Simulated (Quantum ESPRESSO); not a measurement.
Consider Ti2C (R-3m).

```xyz
3
Lattice="1.5407 0.8895 4.8138 -1.5407 0.8895 4.8138 0.0000 -1.7790 4.8138" Properties=species:S:1:pos:R:3 pbc="T T T"
Ti    0.0000    0.0000   10.8960
Ti    0.0000    0.0000    3.5453
C     0.0000    0.0000    7.2207
```

Absorber: atom 1, with 3 C at 2.11 Å (pyramidal, site symmetry 3m). Method: Quantum ESPRESSO XSpectra, LDA, excited-electron core hole (neutral cell), 12-atom cell with 6.0 Å between holes, 5×5×5 k points, dipole transitions, Lorentzian half width 0.47 eV up to 4 eV, rising linearly to 4 eV at 25 eV.

**Question.** Where do the maxima of the Ti K edge fall?

Main maxima up to 30 eV above the zero (height): 0.5 eV (0.32), 4.3 eV (0.57) and 18.0 eV (1.73). A K edge sees empty p states. The weak features of the first eV are p character mixed into the empty d bands; the main 4p edge lies above them. The total-energy difference is 4970.75 eV. One term is added: -22.68 eV, since the hole is spin-paired here and a spin-polarised one costs that much less in the free atom (computed apart). The photon energy is then 4948.07 eV. The tabulated edge of the element is 4966 eV. The functional leaves an error in such absolute values: in the free atom LDA prices this hole 13.2 eV below PBE (computed apart), and PBE is itself good to a few eV.

The Ti K spectrum (energy from the energy zero of the input (xe0, at the border of filled and empty states); intensity scaled to a mean of 1 over the first 20 eV; the points at xe0, where the cut of filled states can leave a spike, are interpolated; polarised curves are means over the symmetry-equivalent atoms):

```
E (eV)  isotropic  ε ⊥ c  ε ∥ c
  -2.0       0.04   0.04   0.04
  -1.4       0.05   0.05   0.06
  -0.8       0.08   0.07   0.09
  -0.2       0.18   0.16   0.22
   0.4       0.31   0.27   0.40
   1.0       0.26   0.24   0.31
   1.6       0.22   0.22   0.23
   2.2       0.25   0.25   0.23
   2.8       0.31   0.32   0.29
   3.4       0.43   0.44   0.42
   4.0       0.55   0.62   0.42
   4.6       0.55   0.60   0.44
   5.2       0.52   0.52   0.51
   5.8       0.53   0.48   0.63
   6.4       0.56   0.45   0.77
   7.0       0.59   0.49   0.78
   7.6       0.64   0.59   0.75
   8.2       0.74   0.73   0.76
   8.8       0.85   0.87   0.81
   9.4       0.95   0.98   0.88
  10.0       1.03   1.07   0.96
  10.6       1.10   1.13   1.04
  11.2       1.16   1.19   1.11
  11.8       1.22   1.24   1.17
  12.4       1.28   1.30   1.24
  13.0       1.35   1.37   1.31
  13.6       1.41   1.43   1.37
  14.2       1.47   1.49   1.43
  14.8       1.52   1.54   1.48
  15.4       1.57   1.58   1.54
  16.0       1.62   1.62   1.61
  16.6       1.67   1.66   1.68
  17.2       1.71   1.69   1.74
  17.8       1.73   1.70   1.78
  18.4       1.72   1.68   1.80
  19.0       1.69   1.65   1.78
  19.6       1.65   1.60   1.74
  20.2       1.59   1.55   1.68
  20.8       1.54   1.50   1.61
  21.4       1.49   1.47   1.54
  22.0       1.45   1.44   1.48
  22.6       1.42   1.42   1.43
  23.2       1.40   1.41   1.38
  23.8       1.38   1.40   1.35
  24.4       1.37   1.40   1.33
  25.0       1.37   1.40   1.31
  25.6       1.37   1.41   1.30
  26.2       1.38   1.42   1.30
  26.8       1.40   1.44   1.31
  27.4       1.42   1.46   1.33
  28.0       1.44   1.49   1.35
  28.6       1.46   1.51   1.37
  29.2       1.48   1.52   1.40
  29.8       1.50   1.54   1.43
  30.4       1.51   1.54   1.45
  31.0       1.52   1.55   1.48
  31.6       1.53   1.55   1.50
```

Quadrupole 1s→3d transitions, which feed the pre-edge, are not in the dipole spectrum. The holes are only 6.0 Å apart, so the shape is probably not converged with cell size; no larger cell was run here. Lifetime broadening is put in by hand, and intensities beyond about 20 eV depend on it and on the partial waves. The structure is a computed Materials Project entry and may be a hypothetical form.

[Banner, clock and machine lines of the logs are left out without a mark of their own.]

[Logs are printed without paths, hosts, clocks, repeated set-up lines and the standing remarks that a program may print on its own settings, such as how far it seeks lower states.]

[Hosts, paths, dates, database ids (printed as entryN), source tags and the programs' standing remarks are cut or masked in the printed files.]

[Lists of maxima count a maximum above −3 eV only where it reaches 4 % of the highest in the window and stands out from its surroundings by 2 % of it (1.5 % where it reaches 55 %); shoulders and weaker maxima are passed over, and of the rest the first, up to two pre-edge ones and the few strongest are named.]
